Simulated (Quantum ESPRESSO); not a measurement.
# FeClO: parallel and opposed starts, part 2 of 3

Wanted: the moments of FeClO and the energy of each order that was tried.

Quantum ESPRESSO 7.5; PBEsol; plane waves with GBRV 1.5 PBEsol potentials, no spin-orbit coupling.

So far, absolute magnetization (μB): step 2 (run 1 (ferro ++)) 9.32.

### Step 3. Start 2: antiferro +−

File pw.in:

```
&CONTROL
  calculation = 'scf'
  prefix = 'pwscf'
  outdir = './tmp'
  pseudo_dir = './pseudo'
  disk_io = 'nowf'
/
&SYSTEM
  ibrav = 0
  nat = 6
  ntyp = 4
  ecutwfc = 40
  ecutrho = 280
  nbnd = 39
  occupations = 'smearing'
  smearing = 'fd'
  degauss = 0.00367493
  nspin = 2
  starting_magnetization(1) = 0.25
  starting_magnetization(2) = -0.25
  starting_magnetization(3) = 0
  starting_magnetization(4) = 0
/
&ELECTRONS
  conv_thr = 1.2d-08
  electron_maxstep = 150
  mixing_beta = 0.3
/
ATOMIC_SPECIES
Fe1    55.8450 fe_pbesol_v1.5.uspp.F.UPF
Fe2    55.8450 fe_pbesol_v1.5.uspp.F.UPF
Cl     35.4500 cl_pbesol_v1.4.uspp.F.UPF
O      15.9990 o_pbesol_v1.2.uspp.F.UPF
CELL_PARAMETERS angstrom
   3.3020000000    0.0000000000    0.0000000000
   0.0000000000    3.7800000000    0.0000000000
   0.0000000000    0.0000000000    7.9170000000
ATOMIC_POSITIONS crystal
Fe1     0.5000000000    0.0000000000    0.1156800000
Fe2     0.0000000000    0.5000000000    0.8843200000
Cl      0.0000000000    0.0000000000    0.3300300000
Cl      0.5000000000    0.5000000000    0.6699700000
O       0.0000000000    0.0000000000    0.9516800000
O       0.5000000000    0.5000000000    0.0483200000
K_POINTS automatic
6 6 6 0 0 0
```

On the command line:

```bash
$ OMP_NUM_THREADS=1 mpirun -n 4 pw.x -nk 4 -in pw.in > pw.out
```

Log:

```text
[banner, memory and clock lines left out]
Program PWSCF v.7.5 starts

     Message from routine setup:
     using ibrav=0 with symmetry is DISCOURAGED, use correct ibrav instead

     bravais-lattice index     =            0
     lattice parameter (alat)  =       6.2399  a.u.
     unit-cell volume          =     666.8469 (a.u.)^3
     number of atoms/cell      =            6
     number of atomic types    =            4
     number of electrons       =        58.00
     number of Kohn-Sham states=           39
     kinetic-energy cutoff     =      40.0000  Ry
     charge density cutoff     =     280.0000  Ry
     scf convergence threshold =      1.2E-08
     mixing beta               =       0.3000
     number of iterations used =            8  plain     mixing
     Exchange-correlation= SLA  PW   PSX  PSC
                           (   1   4  10   8   0   0   0)

     celldm(1)=   6.239876  celldm(2)=   0.000000  celldm(3)=   0.000000
     celldm(4)=   0.000000  celldm(5)=   0.000000  celldm(6)=   0.000000

     crystal axes: (cart. coord. in units of alat)
               a(1) = (   1.000000   0.000000   0.000000 )
               a(2) = (   0.000000   1.144761   0.000000 )
               a(3) = (   0.000000   0.000000   2.397638 )

     reciprocal axes: (cart. coord. in units 2 pi/alat)
               b(1) = (  1.000000  0.000000  0.000000 )
               b(2) = (  0.000000  0.873545  0.000000 )
               b(3) = (  0.000000  0.000000  0.417077 )

     PseudoPot. # 1 for Fe read from file:
     fe_pbesol_v1.5.uspp.F.UPF
     Pseudo is Ultrasoft + core correction, Zval = 16.0

     PseudoPot. # 2 for Fe read from file:
     fe_pbesol_v1.5.uspp.F.UPF
     Pseudo is Ultrasoft + core correction, Zval = 16.0

     PseudoPot. # 3 for Cl read from file:
     cl_pbesol_v1.4.uspp.F.UPF
     Pseudo is Ultrasoft + core correction, Zval =  7.0

     PseudoPot. # 4 for O  read from file:
     o_pbesol_v1.2.uspp.F.UPF
     Pseudo is Ultrasoft + core correction, Zval =  6.0

     atomic species   valence    mass     pseudopotential
     Fe1              16.00    55.84500     Fe( 1.00)
     Fe2              16.00    55.84500     Fe( 1.00)
     Cl                7.00    35.45000     Cl( 1.00)
     O                 6.00    15.99900     O ( 1.00)

     Starting magnetic structure
     atomic species   magnetization
     Fe1             0.250
     Fe2            -0.250
     Cl              0.000
     O               0.000

      4 Sym. Ops. (no inversion) found

   Cartesian axes

     site n.     atom                  positions (alat units)
         1        Fe1    tau(   1) = (   0.5000000   0.0000000   0.2773587  )
         2        Fe2    tau(   2) = (   0.0000000   0.5723804   2.1202791  )
         3        Cl     tau(   3) = (   0.0000000   0.0000000   0.7912924  )
         4        Cl     tau(   4) = (   0.5000000   0.5723804   1.6063454  )
         5        O      tau(   5) = (   0.0000000   0.0000000   2.2817839  )
         6        O      tau(   6) = (   0.5000000   0.5723804   0.1158539  )

     number of k points=    64  Fermi-Dirac smearing, width (Ry)=  0.0037
                       cart. coord. in units 2pi/alat
        k(    1) = (   0.0000000   0.0000000   0.0000000), wk =   0.0046296
        k(    2) = (   0.0000000   0.0000000   0.0695129), wk =   0.0092593
        k(    3) = (   0.0000000   0.0000000   0.1390257), wk =   0.0092593
        k(    4) = (   0.0000000   0.0000000  -0.2085386), wk =   0.0046296
        k(    5) = (   0.0000000   0.1455908   0.0000000), wk =   0.0092593
        [... 59 further k-points ...]

     Dense  grid:    52785 G-vectors     FFT dimensions: (  36,  40,  80)

     Smooth grid:    22817 G-vectors     FFT dimensions: (  25,  30,  64)

     Check: negative core charge=   -0.000025
     Generating pointlists ...
     new r_m :   0.2453 (alat units)  1.5308 (a.u.) for type    1
     new r_m :   0.2453 (alat units)  1.5308 (a.u.) for type    2
     new r_m :   0.2958 (alat units)  1.8456 (a.u.) for type    3
     new r_m :   0.2453 (alat units)  1.5308 (a.u.) for type    4

     Initial potential from superposition of free atoms

     starting charge      56.0000, renormalised to      58.0000

     negative rho (up, down):  1.557E-02 1.557E-02
     Starting wfcs are   42 randomized atomic wfcs

     Self-consistent Calculation

     iteration #  1     ecut=    40.00 Ry     beta= 0.30
     Davidson diagonalization with overlap
     ethr =  1.00E-02,  avg # of iterations =  5.0

     negative rho (up, down):  1.517E-02 1.517E-02

     total energy              =    -631.10812455 Ry
     estimated scf accuracy    <       1.26369946 Ry

     total magnetization       =     0.00 Bohr mag/cell
     absolute magnetization    =     9.21 Bohr mag/cell

     iteration #  2     ecut=    40.00 Ry     beta= 0.30
     Davidson diagonalization with overlap
     ethr =  2.18E-03,  avg # of iterations =  2.5

     negative rho (up, down):  1.503E-02 1.503E-02

     total energy              =    -631.28061800 Ry
     estimated scf accuracy    <       0.64785424 Ry

     total magnetization       =    -0.00 Bohr mag/cell
     absolute magnetization    =     6.90 Bohr mag/cell

     [... further iterations left out ...]

     iteration # 16     ecut=    40.00 Ry     beta= 0.30
     Davidson diagonalization with overlap
     ethr =  4.32E-11,  avg # of iterations =  1.5

     negative rho (up, down):  1.450E-02 1.450E-02

     total energy              =    -631.39865364 Ry
     estimated scf accuracy    <       0.00000013 Ry

     total magnetization       =     0.00 Bohr mag/cell
     absolute magnetization    =     8.48 Bohr mag/cell

     iteration # 17     ecut=    40.00 Ry     beta= 0.30
     Davidson diagonalization with overlap
     ethr =  4.32E-11,  avg # of iterations =  1.1

     negative rho (up, down):  1.450E-02 1.450E-02

     Magnetic moment per site  (integrated on atomic sphere of radius R)
     atom   1 (R=0.245)  charge= 12.9812  magn=  3.5304
     atom   2 (R=0.245)  charge= 12.9812  magn= -3.5304
     atom   3 (R=0.296)  charge=  5.1226  magn=  0.2000
     atom   4 (R=0.296)  charge=  5.1226  magn= -0.2000
     atom   5 (R=0.245)  charge=  5.3713  magn= -0.0423
     atom   6 (R=0.245)  charge=  5.3713  magn=  0.0423

     End of self-consistent calculation

     Number of k-points >= 100: set verbosity='high' to print the bands.

     the Fermi energy is     6.1370 ev

!    total energy              =    -631.39865365 Ry
     estimated scf accuracy    <          3.8E-09 Ry
     smearing contrib. (-TS)   =      -0.00167408 Ry
     internal energy E=F+TS    =    -631.39697956 Ry

     The total energy is F=E-TS. E is the sum of the following terms:
     one-electron contribution =    -661.25962492 Ry
     hartree contribution      =     349.16309598 Ry
     xc contribution           =     -90.82010672 Ry
     ewald contribution        =    -228.48034391 Ry

     total magnetization       =    -0.00 Bohr mag/cell
     absolute magnetization    =     8.48 Bohr mag/cell

     convergence has been achieved in  17 iterations
```

Wall time 63 s (4 MPI ranks of Intel Xeon Platinum 8488C (Sapphire Rapids), shared host); peak memory 0.81 GiB; 4.2 min of CPU time.

Spin moment in the atom's sphere by atom:

```csv
atom,spin moment in the atom's sphere (μB)
Fe1,3.53
Fe2,-3.53
Cl3,0.20
Cl4,-0.20
O5,-0.04
O6,0.04
```

Read from the output:

```yaml
smearing_term_ts: 0.02278 eV
magnetization: 0 μB
absolute_magnetization: 8.481 μB
final_state: antiferromagnetic
```

Spin density in the ac plane at fractional y = 0.000, with atoms of Fe and Cl and O within 0.2 Å of it.

Ten even steps from '0' (-0.1 e/Å³) to '9' (7.5 e/Å³), each cell a mean:
```
00000000000000
00000000000000
00000000000000
00000000000000
00000000000000
00000000000000
00000000000000
00000000000000
00000000000000
00000000000000
00000000000000
00000000000000
00000000000000
00000000000000
00000000000000
00000000000000
00000000000000
00000000000000
00000000000000
00000123200000
00000379620000
00000269620000
00000022100000
00000000000000
```
Columns run along a (3.3 Å), rows up along c (7.9 Å). Atoms in or near the plane, at fractional coordinates: Fe at (0.50, 0.12), Cl at (0.00, 0.33), O at (0.00, 0.95).

Valence density in the ac plane at fractional y = 0.000, with atoms of Fe and Cl and O within 0.2 Å of it. It is the smooth field of the valence electrons, not physical close to the nuclei.

Ten steps, logarithmic in the rise over the least value, from '0' (-1 e/Å³) to '9' (21 e/Å³), each cell a mean:
```
77643332333467
77543222233467
55433222223345
33332222222333
22222222222222
22222222222222
22222222222222
22222222222222
22222222222222
22222222222222
22222222222222
22222222222222
33332222222333
44433222223344
55443322233455
04543322334453
34543332334454
55443333333445
44333344433334
33334678754333
33335899974333
33335899974333
44334578754334
65543344333456
```
Columns run along a (3.3 Å), rows up along c (7.9 Å). Atoms in or near the plane, at fractional coordinates: Fe at (0.50, 0.12), Cl at (0.00, 0.33), O at (0.00, 0.95).

### Step 4. Start 3: no spin polarisation

pw.in, as its differences from that of step 3:

```diff
@@ -10,3 +10,3 @@
   nat = 6
-  ntyp = 4
+  ntyp = 3
   ecutwfc = 40
@@ -17,7 +17,2 @@
   degauss = 0.00367493
-  nspin = 2
-  starting_magnetization(1) = 0.25
-  starting_magnetization(2) = -0.25
-  starting_magnetization(3) = 0
-  starting_magnetization(4) = 0
 /
@@ -29,4 +24,3 @@
 ATOMIC_SPECIES
-Fe1    55.8450 fe_pbesol_v1.5.uspp.F.UPF
-Fe2    55.8450 fe_pbesol_v1.5.uspp.F.UPF
+Fe     55.8450 fe_pbesol_v1.5.uspp.F.UPF
 Cl     35.4500 cl_pbesol_v1.4.uspp.F.UPF
@@ -38,4 +32,4 @@
 ATOMIC_POSITIONS crystal
-Fe1     0.5000000000    0.0000000000    0.1156800000
-Fe2     0.0000000000    0.5000000000    0.8843200000
+Fe      0.5000000000    0.0000000000    0.1156800000
+Fe      0.0000000000    0.5000000000    0.8843200000
 Cl      0.0000000000    0.0000000000    0.3300300000
```

Log:

```text
     [... lines left out ...]
Program PWSCF v.7.5 starts
     [... lines left out ...]
     number of atoms/cell      =            6
     [... lines left out ...]
     number of electrons       =        58.00
     number of Kohn-Sham states=           39
     kinetic-energy cutoff     =      40.0000  Ry
     charge density cutoff     =     280.0000  Ry
     scf convergence threshold =      1.2E-08
     [... lines left out ...]
      8 Sym. Ops., with inversion, found ( 4 have fractional translation)
     [... lines left out ...]
     number of k points=    64  Fermi-Dirac smearing, width (Ry)=  0.0037
     [... lines left out ...]
     iteration # 14     ecut=    40.00 Ry     beta= 0.30
     [... lines left out ...]
     the Fermi energy is     5.8242 ev
!    total energy              =    -631.27483658 Ry
     estimated scf accuracy    <          2.8E-10 Ry
     smearing contrib. (-TS)   =      -0.00766372 Ry
     [... lines left out ...]
     convergence has been achieved in  14 iterations
```

The job ended after 31 s (4 MPI ranks; peak memory 0.51 GiB; 2 min of CPU time).

Numbers from this step:

| Quantity | Value |
| --- | --- |
| smearing term TS | 0.1043 eV |
| final state | non-magnetic (no spin polarisation) |

### Step 5. The states side by side

An order is kept where moments of 0.15 μB or more survive with the typed signs; meshes match where a doubled cell samples the same k points as the first cell.

Orders:

| start | final state | typed order kept | energy over the lowest (meV a seeded atom) | largest site moment (μB) | net moment (μB a cell of the first run) | mesh matched | CPU time (s) |
| --- | --- | --- | --- | --- | --- | --- | --- |
| ferro ++ | ferromagnetic | yes | 118.5 | 3.566 | 9.319 | yes | 277.3 |
| antiferro +- | antiferromagnetic | yes | 0 | 3.53 | 0 | yes | 251.5 |
| no spin polarisation | non-magnetic | - | 842.3 | 0 | 0 | yes | 122.6 |

### Step 6. The lowest state again, with its states saved

File pw.in:

```
&CONTROL
  calculation = 'scf'
  prefix = 'pwscf'
  outdir = './tmp'
  pseudo_dir = './pseudo'
  disk_io = 'low'
/
&SYSTEM
  ibrav = 0
  celldm(1) = 8
  nat = 6
  ntyp = 4
  ecutwfc = 40
  ecutrho = 280
  nbnd = 43
  occupations = 'smearing'
  smearing = 'fd'
  degauss = 0.00367493
  nspin = 2
  starting_magnetization(1) = 0.25
  starting_magnetization(2) = -0.25
  starting_magnetization(3) = 0
  starting_magnetization(4) = 0
/
&ELECTRONS
  conv_thr = 1.2d-08
  electron_maxstep = 150
  mixing_beta = 0.3
/
ATOMIC_SPECIES
Fe1    55.8450 fe_pbesol_v1.5.uspp.F.UPF
Fe2    55.8450 fe_pbesol_v1.5.uspp.F.UPF
Cl     35.4500 cl_pbesol_v1.4.uspp.F.UPF
O      15.9990 o_pbesol_v1.2.uspp.F.UPF
CELL_PARAMETERS alat
   0.7799844579393    0.0000000000000    0.0000000000000
   0.0000000000000    0.8928955938857    0.0000000000000
   0.0000000000000    0.0000000000000    1.8701202160828
ATOMIC_POSITIONS crystal
Fe1     0.5000000000    0.0000000000    0.1156800000
Fe2     0.0000000000    0.5000000000    0.8843200000
Cl      0.0000000000    0.0000000000    0.3300300000
Cl      0.5000000000    0.5000000000    0.6699700000
O       0.0000000000    0.0000000000    0.9516800000
O       0.5000000000    0.5000000000    0.0483200000
K_POINTS automatic
6 6 6 0 0 0
```

Log:

```text
     [... lines left out ...]
Program PWSCF v.7.5 starts
     [... lines left out ...]
     number of atoms/cell      =            6
     [... lines left out ...]
     number of electrons       =        58.00
     number of Kohn-Sham states=           43
     kinetic-energy cutoff     =      40.0000  Ry
     charge density cutoff     =     280.0000  Ry
     scf convergence threshold =      1.2E-08
     [... lines left out ...]
      4 Sym. Ops. (no inversion) found
     [... lines left out ...]
     number of k points=    64  Fermi-Dirac smearing, width (Ry)=  0.0037
     [... lines left out ...]
     iteration # 15     ecut=    40.00 Ry     beta= 0.30
     [... lines left out ...]
     Magnetic moment per site  (integrated on atomic sphere of radius R)
     atom   1 (R=0.191)  charge= 12.9812  magn=  3.5304
     atom   2 (R=0.191)  charge= 12.9812  magn= -3.5304
     atom   3 (R=0.231)  charge=  5.1226  magn=  0.2000
     atom   4 (R=0.231)  charge=  5.1226  magn= -0.2000
     atom   5 (R=0.191)  charge=  5.3713  magn= -0.0423
     atom   6 (R=0.191)  charge=  5.3713  magn=  0.0423
     [... lines left out ...]
     the Fermi energy is     6.1370 ev
!    total energy              =    -631.39865365 Ry
     estimated scf accuracy    <          5.8E-09 Ry
     smearing contrib. (-TS)   =      -0.00167391 Ry
     [... lines left out ...]
     total magnetization       =    -0.00 Bohr mag/cell
     absolute magnetization    =     8.48 Bohr mag/cell
     convergence has been achieved in  15 iterations
```

Elapsed: 62 s, on 4 MPI ranks; peak memory 0.81 GiB; 4.1 min of CPU time.

Read from the output:

```
smearing term TS       : 0.02277 eV
magnetization          : 0 μB
absolute magnetization : 8.482 μB
final state            : antiferromagnetic
largest moment         : 3.530 μB
```

(Part 2 of 3 ends here.)

[Logs and program files are shortened in this print: banners, set-up blocks, solver, clock and traceback lines can be left out without a mark of their own.]

[Logs are printed without paths, hosts, clocks, repeated set-up lines and the standing remarks that a program may print on its own settings, such as how far it seeks lower states.]

[Hosts, paths, dates, database ids (printed as entryN), source tags and the programs' standing remarks are cut or masked in the printed files.]

[Where a cell is said to come from a database of computed structures, the database is the Materials Project.]
